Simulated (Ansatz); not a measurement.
Planning a run of Ansatz 0.2.0 on Selenium (P3_121, 3 atoms a cell). The input:

```yaml
crystal:
  lattice:
    - [4.3662, 0.0, 0.0]
    - [-2.1831, 3.781240118, 0.0]
    - [0.0, 0.0, 4.904064]
  atoms:
    - { symbol: Se, position: [0.2332172548, 0.0, 0.3333333333] }
    - { symbol: Se, position: [0.0, 0.2332172548, 0.6666666667] }
    - { symbol: Se, position: [0.7667827452, 0.7667827452, 0.0] }
kpoints:
  mp_grid: { grid: [6, 6, 4] }
hamiltonian:
  xc: pbe
  pseudopotentials: { kind: paw, azcp: { folder: soft_1 } }
scf:
  occupations: { method: fixed }
gw:
  n_empty_bands: 307
  ecut_chi: 140
  qp_bands: [v2, c2]
  qp_kpoints: band_edges
  screening: { model: contour_deformation }
```

```sh
ansatz run input.yaml --threads 3 --pin off --max-ram 92160MiB --backend cuda --events-out ev --progress --plain --runs-dir out --devices 1 --max-vram 13GiB
```

**Question.** How long will it take on 1 × NVIDIA H100 80GB HBM3 (shared by 6 runs) with 3 threads of AMD EPYC 7R13 (Zen 3), shared host, and how much memory?

It took 59 s; on shared hardware allow 30 s to 2 min. Peak host memory was 1.6 GiB. The sizes that set the cost: 1583 plane waves a state, 24 irreducible k points, 331 bands summed, 303 plane waves in the screening and 7 SCF cycles.

The screening grows as filled bands × empty bands × pairs of k points, times the square of the screening basis for the matrix.

[Paths, hosts, dates, memory and timing lines, banners, echoed tables and standing remarks are left out of the program output.]

[Logs are printed without paths, hosts, clocks, repeated set-up lines and the standing remarks that a program may print on its own settings, such as how far it seeks lower states.]

[Runs of the session that timed out or met a known fault of the program may be left out.]

[Cells called generated may have been cut or substituted from an entry of the Crystallography Open Database or the Materials Project.]

[Hosts, paths, dates, database ids (printed as entryN), source tags and the programs' standing remarks are cut or masked in the printed files.]
